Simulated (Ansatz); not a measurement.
**Zr (P6_3/mmc): Migdal–Eliashberg transition temperature**

What Tc do the phonons of Zr (P6_3/mmc) give, and how does it depend on μ*? The cell shown first is a relaxed one, from steps not shown here.

Program: Ansatz 0.2.0. Level of theory: DFT PBE, scalar-relativistic, plane waves, PAW; PAW set soft_1. Results are calculated unless marked as measured.

**What experiment says.**

“List of superconductors” (2026, Wikipedia's table of superconducting elements, as read in December) quotes from earlier work for Zr (bulk crystal): superconducting transition temperature (bulk, normal pressure) 0.55 K.

## Step 1: The cell after earlier relaxation steps

Symmetry: P6_3/mmc, No. 194, hexagonal system. Conventional cell: a = 3.235 Å, b = 3.235 Å, c = 5.165 Å, α = 90.00°, β = 90.00°, γ = 120.00°. Zr has 12 Zr at 3.19 to 3.23 Å nearest.

## Step 2: Coupling and resistivity: q 6×6×3, k 12×12×6, scattering 24×24×12

The run that gives the couplings also evaluates McMillan's and Allen and Dynes's formulas and, where asked, the Eliashberg equations, over a range of μ*.

The input, input.yaml:

```yaml
crystal:
  lattice:
    - [3.2349151211, 0.0, 0.0]
    - [-1.6174575605, 2.801518674, 0.0]
    - [0.0, 0.0, 5.1645562949]
  atoms:
    - { symbol: Zr, position: [0.3333333333, 0.6666666667, 0.25] }
    - { symbol: Zr, position: [0.6666666667, 0.3333333333, 0.75] }
kpoints:
  mp_grid: { grid: [12, 12, 6] }
hamiltonian:
  xc: pbe
  pseudopotentials: { kind: paw, azcp: { folder: soft_1 } }
scf:
  occupations: { method: methfessel_paxton, width: 0.2 }
output:
  eigenvalues: true
phonons:
  method: dfpt
  qmesh: [6, 6, 3]
  temperatures: { t_max: 1000, t_step: 50 }
  qpath:
    path:
      - [[0.0, 0.0, 0.0], [0.5, 0.0, 0.0], [0.33333333, 0.33333333, 0.0], [0.0, 0.0, 0.0], [0.0, 0.0, 0.5], [0.5, 0.0, 0.5], [0.33333333, 0.33333333, 0.5], [0.0, 0.0, 0.5]]
      - [[0.5, 0.0, 0.5], [0.5, 0.0, 0.0]]
    npoints: 6
  electrical_resistivity:
    mesh: [24, 24, 12]
    temperatures: [20.0, 50.0, 80.0, 100.0, 150.0, 200.0, 273.0, 300.0, 400.0, 500.0, 600.0, 800.0]
  superconductivity: { mesh: [24, 24, 12] }
```

Started as:

```
$ ansatz run input.yaml --threads 16 --pin off --max-ram 92160MiB --backend cuda --events-out ev --progress --plain --runs-dir out --max-vram 78GiB
```

Numbers of over 12 decimals in the logs are rounded to 6 here.

What it wrote:

```text
Engine: ansatz 0.2.0, aarch64-unknown-linux-gnu
Pseudopotentials: kind: paw
Pseudopotential: Zr, paw, valence charge 12, recommended cutoff 420 eV (normal), soft_1/Zr.paw.azcp
Functional definition: PBE
  parameter kappa = 0.804
  parameter beta = 0.066725
  exchange = pbe_x(kappa = kappa, mu = beta*pi^2/3)
  correlation = pbe_c(beta = beta)
[...]
Crystal: 2 atoms, lattice volume = 46.805 Å³
Basis set: ecut = 420 eV, 941 PW (Γ), exchange–correlation on 48×48×72 points (8 copies of the dense FFT grid, shifted against one another)
Bands: 16, of which v1, the nominal top of the filled ones, is band 12 counted from 1 (11 counted from 0)
Symmetry: 24 space group operations
k-points: 76 of 864
Non-local potential: Zr, projectors of the file, l = 0: 3, l = 1: 2, l = 2: 2, l = 3: 1
PAW form: soft (Blöchl's): semilocal exchange-correlation on the pseudo side does not see the compensation charge
PAW one-centre angular grid: Zr, 590 points (default); XC on 64 Gauss nodes
Initial density: superposition of atomic densities (chi_scale 0.1, normalization cell)
Initial wavefunctions: pseudopotential atomic-orbital guess
[...]
Functional: x = pbe(κ = 0.804, μ = 0.219515), c = pbe(β = 0.066725)
[...]
SCF iter   1: F=—  HF=-8367.887842 eV  |F-HF|=—  |Δ(HF+E_count)|=         —  Δρ=2.92e-2  dr2=5.14e-1  ethr=3.10e-3  ⟨swp⟩=5.1  Hψ=11189  notcnv=0
automatic band count: the SCF goes on with 20 bands, as 16 were too few: they end inside the smearing window of the response
preconditioner: auto → Kerker (q_TF=auto, 2.441 Å⁻¹)  [metal: Δε(μ)=0.006 eV  Ē_g=5.088 eV  σ=0.200 eV  W_gap=0.02  n_scr=10 (ndim 8)  ℏωp=15.4 eV  f_vac=0.000  D(μ)=1.88/eV (n_scr^D=22)]
SCF iter   2: F=—  HF=-8367.775567 eV  |F-HF|=—  |Δ(HF+E_count)|=   1.12e-1  S|Δr|=    0.00e0  Δρ=1.82e-2  dr2=1.95e-1  ethr=2.14e-3  ⟨swp⟩=1.8  Hψ=2374  notcnv=0  defer=22
[...]
SCF iter   9: F=-8367.718647 eV  HF=-8367.718647 eV  |F-HF|=0.00e0  |Δ(HF+E_count)|=  9.09e-12  S|Δr|=    0.00e0  Δρ=2.45e-8  dr2=1.38e-13  ethr=1.00e-12  ⟨swp⟩=7.5  Hψ=5618  notcnv=0
SCF 1 converged in 9 iterations: F = -8367.718647 eV  dr2 = 1.38e-13
  greatest PAW one-centre occupation: 0.997 electrons in one spin orbital (limit 2), on the Zr atom at site 1 (counted from 0), in its partial waves of l = 0
[...]
NSCF: frozen V_eff on 76 k-points, pencils in batches of 32, up to order 80
[...]
NSCF: frozen V_eff on 76 k-points
[...]
DFPT response loops at q = (0, 0, 0) (fractional): preconditioner auto → Kerker (q_TF=auto, 2.441 Å⁻¹) (partly filled bands, converged f_vac=0.000); β = 1.00, the filter's whole step (`scf.mixing.beta` (0.50) is not read by the response loops under this deck's `scf.mixing.preconditioner`; to damp them name `kerker` or `kerker_dos`, under which they read `scf.mixing.beta`, and type it under 1.00, their step now; both keys bind the ground state too); Anderson in place of MSR1; while a model of the screening serves, it and β = 1 on shorter waves in the place of filter and β
[...]
NSCF: frozen V_eff on 76 k-points
[...]
DFPT response loops at q = (0, 0, 0.333333) (fractional): mixed as the last ones told, above
[...]
DFPT response loops at q = (0, 0.166667, 0) (fractional): mixed as the last ones told, above
[...]
DFPT response loops at q = (0, 0.166667, 0.333333) (fractional): mixed as the last ones told, above
[...]
DFPT response loops at q = (0, 0.333333, 0) (fractional): mixed as the last ones told, above
[...]
DFPT response loops at q = (0, 0.333333, 0.333333) (fractional): mixed as the last ones told, above
[...]
DFPT response loops at q = (0, -0.5, 0) (fractional): mixed as the last ones told, above
[...]
DFPT response loops at q = (0, -0.5, 0.333333) (fractional): mixed as the last ones told, above
[...]
DFPT response loops at q = (0.166667, 0.166667, 0) (fractional): mixed as the last ones told, above
[...]
DFPT response loops at q = (0.166667, 0.166667, 0.333333) (fractional): mixed as the last ones told, above
[...]
DFPT response loops at q = (0.166667, 0.333333, 0) (fractional): mixed as the last ones told, above
[...]
SCF 2 converged in 9 iterations: F = -8367.718647 eV  dr2 = 1.39e-13
[...]
SCF converged after 9 iterations
[...]
mean free path at 50 K (of a tensor a third of its trace): 49.8 nm by what each carries, 39.6 by the Fermi surface alone
  Hall coefficient in a weak field at 50 K (a third of the trace): 5.056e-11 m³/C (as a tensor it moves by 7.6 % between the two finest meshes); by each state's relaxation time: 2.570e-11 m³/C; by a constant relaxation time: -3.896e-12 m³/C
  mean free path at 80 K (of a tensor a third of its trace): 18.2 nm by what each carries, 15.3 by the Fermi surface alone
  Hall coefficient in a weak field at 80 K (a third of the trace): 2.351e-11 m³/C (as a tensor it moves by 4.5 % between the two finest meshes); by each state's relaxation time: 9.603e-12 m³/C; by a constant relaxation time: -6.374e-12 m³/C
  mean free path at 100 K (of a tensor a third of its trace): 12.6 nm by what each carries, 10.8 by the Fermi surface alone
  Hall coefficient in a weak field at 100 K (a third of the trace): 1.750e-11 m³/C (as a tensor it moves by 3.3 % between the two finest meshes); by each state's relaxation time: 5.962e-12 m³/C; by a constant relaxation time: -7.457e-12 m³/C
  mean free path at 150 K (of a tensor a third of its trace): 7.32 nm by what each carries, 6.34 by the Fermi surface alone
  Hall coefficient in a weak field at 150 K (a third of the trace): 1.184e-11 m³/C (as a tensor it moves by 1.8 % between the two finest meshes); by each state's relaxation time: 1.950e-12 m³/C; by a constant relaxation time: -9.536e-12 m³/C
  mean free path at 200 K (of a tensor a third of its trace): 5.26 nm by what each carries, 4.56 by the Fermi surface alone
  Hall coefficient in a weak field at 200 K (a third of the trace): 8.907e-12 m³/C (as a tensor it moves by 1.1 % between the two finest meshes); by each state's relaxation time: -8.543e-13 m³/C; by a constant relaxation time: -1.155e-11 m³/C
  mean free path at 273 K (of a tensor a third of its trace): 3.78 nm by what each carries, 3.27 by the Fermi surface alone
  Hall coefficient in a weak field at 273 K (a third of the trace): 4.522e-12 m³/C (as a tensor it moves by 0.8 % between the two finest meshes); by each state's relaxation time: -5.614e-12 m³/C; by a constant relaxation time: -1.477e-11 m³/C
  mean free path at 300 K (of a tensor a third of its trace): 3.44 nm by what each carries, 2.97 by the Fermi surface alone
  Hall coefficient in a weak field at 300 K (a third of the trace): 2.614e-12 m³/C (as a tensor it moves by 0.8 % between the two finest meshes); by each state's relaxation time: -7.694e-12 m³/C; by a constant relaxation time: -1.604e-11 m³/C
  mean free path at 400 K (of a tensor a third of its trace): 2.60 nm by what each carries, 2.22 by the Fermi surface alone
  Hall coefficient in a weak field at 400 K (a third of the trace): -6.184e-12 m³/C (as a tensor it moves by 1.3 % between the two finest meshes); by each state's relaxation time: -1.698e-11 m³/C; by a constant relaxation time: -2.091e-11 m³/C
  mean free path at 500 K (of a tensor a third of its trace): 2.13 nm by what each carries, 1.78 by the Fermi surface alone
  Hall coefficient in a weak field at 500 K (a third of the trace): -1.736e-11 m³/C (as a tensor it moves by 2.1 % between the two finest meshes); by each state's relaxation time: -2.816e-11 m³/C; by a constant relaxation time: -2.579e-11 m³/C
  mean free path at 600 K (of a tensor a third of its trace): 1.82 nm by what each carries, 1.49 by the Fermi surface alone
  Hall coefficient in a weak field at 600 K (a third of the trace): -2.999e-11 m³/C (as a tensor it moves by 3.0 % between the two finest meshes); by each state's relaxation time: -4.027e-11 m³/C; by a constant relaxation time: -3.013e-11 m³/C
  mean free path at 800 K (of a tensor a third of its trace): 1.43 nm by what each carries, 1.13 by the Fermi surface alone
  Hall coefficient in a weak field at 800 K (a third of the trace): -5.231e-11 m³/C (as a tensor it moves by 4.0 % between the two finest meshes); by each state's relaxation time: -6.071e-11 m³/C; by a constant relaxation time: -3.477e-11 m³/C
  the resistivity times a path that all electrons share, by the Fermi surface of the deck's mesh alone (a third of the trace): 1.398e-15 Ω·m²
  not converged in the mesh (λ; λ_tr; the resistivity at 20 K by 4.82 %; the resistivity at 50 K by 10.17 %; the resistivity at 80 K by 9.34 %; the resistivity at 100 K by 8.78 %; the resistivity at 150 K by 7.53 %; the resistivity at 200 K by 6.30 %; the resistivity at 273 K by 4.54 %; the resistivity at 300 K by 3.91 %; the resistivity at 800 K by 4.70 %): between neighbouring meshes, the two finest first, λ moves  [...]
  vibrations of 108 cells: unjudged by the run; compare a larger repeat
  the changes of the potential over all sites missed a rigid shift's by 0.00 % (the site terms' by 0.00 %)
  at the force constants' own smearing the fine mesh and the k-points of their solves give squared frequencies that differ by 9.7 % of the larger at the most, at (0, 0, 0)
--- Superconductivity: potentials and phonons of a 6×6×3 supercell ---
           mesh         λ    ħω_log (meV)  μ* declared at (meV)
       24×24×12    0.6033          12.518               14.406
        12×12×6    0.5921          12.542               14.414
          6×6×3    0.6524          12.723               14.547
  λ by the species' shares of the modes' patterns: Zr 0.6033
  with the Fermi level up to 24.9 meV (the hardest mode) off, states and modes as they are: density of states 0.8752 to 1.0146 /eV of one spin and cell, λ 0.5460 to 0.6686
  transition temperature on the deck's mesh (K), isotropic and anisotropic, restricted to the Fermi surface (FSR) and over the full bandwidth (FBW), and the last with the density of states resolved in a narrower window:
        μ*   McMillan   Allen–Dynes      iso. FSR      iso. FBW    aniso. FSR    aniso. FBW  narrow window
      0.08      4.123         4.255         4.002         4.002         4.169         4.171          4.169
      0.10      3.378         3.476         3.192         3.191         3.353         3.356          3.353
      0.12      2.699         2.771         2.481         2.481         2.635         2.640          2.636
      0.13      2.386         2.447         2.164         2.164         2.314         2.318          2.314
      0.14      2.093         2.144         1.872         1.873         2.016         2.022          2.017
      0.16      1.565         1.600         1.364         1.365         1.496         1.502          1.497
      0.20      0.756         0.771         0.632         0.635         0.733         0.740          0.734
  isotope coefficients −∂ln Tc/∂ln M under μ* = 0.13, the force constants as they are, of the isotropic transitions restricted to the Fermi surface and over the full bandwidth: Zr 0.381 and 0.381
  gaps at the Fermi level over the full bandwidth under μ* = 0.1, 0.839 K: 0.330 to 0.610 meV
  gaps at the Fermi level over the full bandwidth under μ* = 0.13, 0.580 K: 0.211 to 0.427 meV
  gaps at the Fermi level over the full bandwidth under μ* = 0.16, 0.375 K: 0.124 to 0.281 meV
  not converged in the mesh (the transition temperature): between neighbouring meshes, the two finest first, λ moves by 1.86 % and 10.19 % and the anisotropic transition temperature over the full bandwidth at μ* = 0.13 by 7.04 % and 55.82 %; converged means that the two finest part by at most 2.00 % and 5.00 %
  vibrations of 108 cells: unjudged by the run; compare a larger repeat
  the changes of the potential over all sites missed a rigid shift's by 0.00 % (the site terms' by 0.00 %)
  at the force constants' own smearing the fine mesh and the k-points of their solves give squared frequencies that differ by 9.7 % of the larger at the most, at (0, 0, 0)
```

The job ended after 1.7 min (1 × NVIDIA GB200 with 16 threads of Arm Neoverse V2, shared host; peak memory 8.3 GiB; 13 min of CPU time).

The column dr2 measures how far the density is from self-consistency, as an energy; F and HF (Harris–Foulkes) agree once it is small.

This step gave:

- volume per atom: 23.40 Å³/atom
- metallic on mesh: yes
- gap on the k-mesh: 0 eV
- zero point energy: 0.04608 eV/cell
- share of imaginary modes in the plain interpolation between solved wavevectors: 0
- highest frequency, solved or plainly interpolated: 202.8 cm⁻¹
- Debye temperature (second moment): 241 K
- resistivity at 300 K: 46.87 μΩ cm, mean of the axes
- coupling constant λ: 0.6033
- density of states at the Fermi level: 0.9363 states/eV a spin and cell
- log mean phonon energy ħω_log: 12.52 meV
- transport coupling constant λ_tr: 0.6428, 0.6428, 0.6626 (xx, yy, zz)
- Drude plasma energy: 3.889, 3.889, 4.173 eV (xx, yy, zz)
- resistivity times mean free path: 15.45, 15.45, 11.06 × 10⁻¹⁶ Ω m² (xx, yy, zz)
- second-moment phonon energy ħω₂: 14.41 meV
- coupling λ by branch: 0.182, 0.121, 0.0659, 0.0843, 0.0758, 0.0742 (branches by rank of frequency)

Transition temperatures:

```tsv
μ*	McMillan Tc (K)	Allen–Dynes Tc (K)	isotropic Fermi-surface Tc (K)	isotropic full bandwidth Tc (K)	anisotropic Fermi-surface Tc (K)	anisotropic full bandwidth Tc (K)	anisotropic narrow window Tc (K)
0.08	4.12	4.25	4	4	4.17	4.17	4.17
0.1	3.38	3.48	3.19	3.19	3.35	3.36	3.35
0.12	2.7	2.77	2.48	2.48	2.64	2.64	2.64
0.13	2.39	2.45	2.16	2.16	2.31	2.32	2.31
0.14	2.09	2.14	1.87	1.87	2.02	2.02	2.02
0.16	1.56	1.6	1.36	1.37	1.5	1.5	1.5
0.2	0.756	0.771	0.632	0.635	0.733	0.74	0.734
```

## Step 3: Resistivity: q 6×6×3, k 18×18×9, scattering 30×30×16

The next rung changes the k mesh of the density and its response; the scattering mesh, which samples the Fermi surface.

Edit input.yaml of step 2 so:

```diff
@@ -9,3 +9,3 @@
 kpoints:
-  mp_grid: { grid: [12, 12, 6] }
+  mp_grid: { grid: [18, 18, 9] }
 hamiltonian:
@@ -27,4 +27,4 @@
   electrical_resistivity:
-    mesh: [24, 24, 12]
+    mesh: [30, 30, 16]
     temperatures: [20.0, 50.0, 80.0, 100.0, 150.0, 200.0, 273.0, 300.0, 400.0, 500.0, 600.0, 800.0]
-  superconductivity: { mesh: [24, 24, 12] }
+  superconductivity: { mesh: [30, 30, 16] }
```

What it wrote:

```text
[...]
Crystal: 2 atoms, lattice volume = 46.805 Å³
Basis set: ecut = 420 eV, 941 PW (Γ), exchange–correlation on 48×48×72 points (8 copies of the dense FFT grid, shifted against one another)
Bands: 16, of which v1, the nominal top of the filled ones, is band 12 counted from 1 (11 counted from 0)
Symmetry: 24 space group operations
k-points: 185 of 2916
[...]
SCF iter   1: F=—  HF=-8367.889372 eV  |F-HF|=—  |Δ(HF+E_count)|=         —  Δρ=2.92e-2  dr2=5.15e-1  ethr=3.10e-3  ⟨swp⟩=5.1  Hψ=27205  notcnv=0
[...]
SCF iter   2: F=—  HF=-8367.777121 eV  |F-HF|=—  |Δ(HF+E_count)|=   1.12e-1  S|Δr|=    0.00e0  Δρ=1.82e-2  dr2=1.95e-1  ethr=2.14e-3  ⟨swp⟩=1.9  Hψ=5873  notcnv=0  defer=7
[...]
SCF iter   9: F=-8367.720193 eV  HF=-8367.720193 eV  |F-HF|=0.00e0  |Δ(HF+E_count)|=  7.28e-12  S|Δr|=    0.00e0  Δρ=2.42e-8  dr2=1.39e-13  ethr=1.00e-12  ⟨swp⟩=8.3  Hψ=13805  notcnv=0
SCF 1 converged in 9 iterations: F = -8367.720193 eV  dr2 = 1.39e-13
[...]
NSCF: frozen V_eff on 185 k-points, pencils in batches of 32, up to order 80
[...]
NSCF: frozen V_eff on 185 k-points
[...]
SCF 2 converged in 9 iterations: F = -8367.720193 eV  dr2 = 1.41e-13
[...]
SCF converged after 9 iterations
[...]
vibrations of 108 cells: unjudged by the run; compare a larger repeat
[...]
--- Superconductivity: potentials and phonons of a 6×6×3 supercell ---
           mesh         λ    ħω_log (meV)  μ* declared at (meV)
       30×30×16    0.5948          12.507               14.395
        15×15×8    0.6157          12.581               14.465
  λ by the species' shares of the modes' patterns: Zr 0.5948
[...]
0.08      3.966         4.090         3.844         3.877         4.002         4.050          4.051
      0.10      3.233         3.325         3.049         3.074         3.202         3.240          3.240
      0.12      2.568         2.635         2.356         2.375         2.501         2.532          2.530
      0.13      2.263         2.319         2.048         2.065         2.188         2.215          2.213
      0.14      1.977         2.024         1.765         1.780         1.900         1.925          1.921
      0.16      1.465         1.497         1.274         1.287         1.397         1.417          1.413
      0.20      0.690         0.703         0.576         0.585         0.669         0.683          0.677
[...]
not converged in the mesh (λ, the transition temperature): between neighbouring meshes, the two finest first, λ moves by 3.51 % and the anisotropic transition temperature over the full bandwidth at μ* = 0.13 by 14.24 %; converged means that the two finest part by at most 2.00 % and 5.00 %
  vibrations of 108 cells: unjudged by the run; compare a larger repeat
[...]
```

The job ended after 2.6 min (1 × NVIDIA GB200 with 16 threads; peak memory 15 GiB).

This step gave:

| Item | Value |
| --- | --- |
| zero point energy | 0.04631 eV/cell |
| highest frequency, solved or plainly interpolated | 200.4 cm⁻¹ |
| Debye temperature (second moment) | 242 K |
| resistivity at 300 K | 46.74 μΩ cm, mean of the axes |
| coupling constant λ | 0.5948 |
| density of states at the Fermi level | 0.9284 states/eV a spin and cell |
| log mean phonon energy ħω_log | 12.51 meV |
| transport coupling constant λ_tr | 0.6381, 0.6381, 0.6533 (xx, yy, zz) |
| Drude plasma energy | 3.871, 3.871, 4.241 eV (xx, yy, zz) |
| resistivity times mean free path | 15.58, 15.58, 10.72 × 10⁻¹⁶ Ω m² (xx, yy, zz) |
| second-moment phonon energy ħω₂ | 14.39 meV |
| coupling λ by branch | 0.18, 0.119, 0.0651, 0.0839, 0.0738, 0.0724 (branches by rank of frequency) |

Transition temperatures:

```tsv
μ*	McMillan Tc (K)	Allen–Dynes Tc (K)	isotropic Fermi-surface Tc (K)	isotropic full bandwidth Tc (K)	anisotropic Fermi-surface Tc (K)	anisotropic full bandwidth Tc (K)	anisotropic narrow window Tc (K)
0.08	3.97	4.09	3.84	3.88	4	4.05	4.05
0.1	3.23	3.32	3.05	3.07	3.2	3.24	3.24
0.12	2.57	2.63	2.36	2.38	2.5	2.53	2.53
0.13	2.26	2.32	2.05	2.06	2.19	2.22	2.21
0.14	1.98	2.02	1.76	1.78	1.9	1.92	1.92
0.16	1.47	1.5	1.27	1.29	1.4	1.42	1.41
0.2	0.69	0.703	0.576	0.585	0.669	0.683	0.677
```

For the highest frequency, solved or plainly interpolated, step 2 gave 203 cm⁻¹; this run, with k-mesh 18×18×9 and scattering mesh 30×30×16, gives 200 cm⁻¹.

(Continued in part 2 of 2.)

[Logs are printed without paths, hosts, clocks, repeated set-up lines and the standing remarks that a program may print on its own settings, such as how far it seeks lower states.]

[Hosts, paths, dates, database ids (printed as entryN), source tags and the programs' standing remarks are cut or masked in the printed files.]
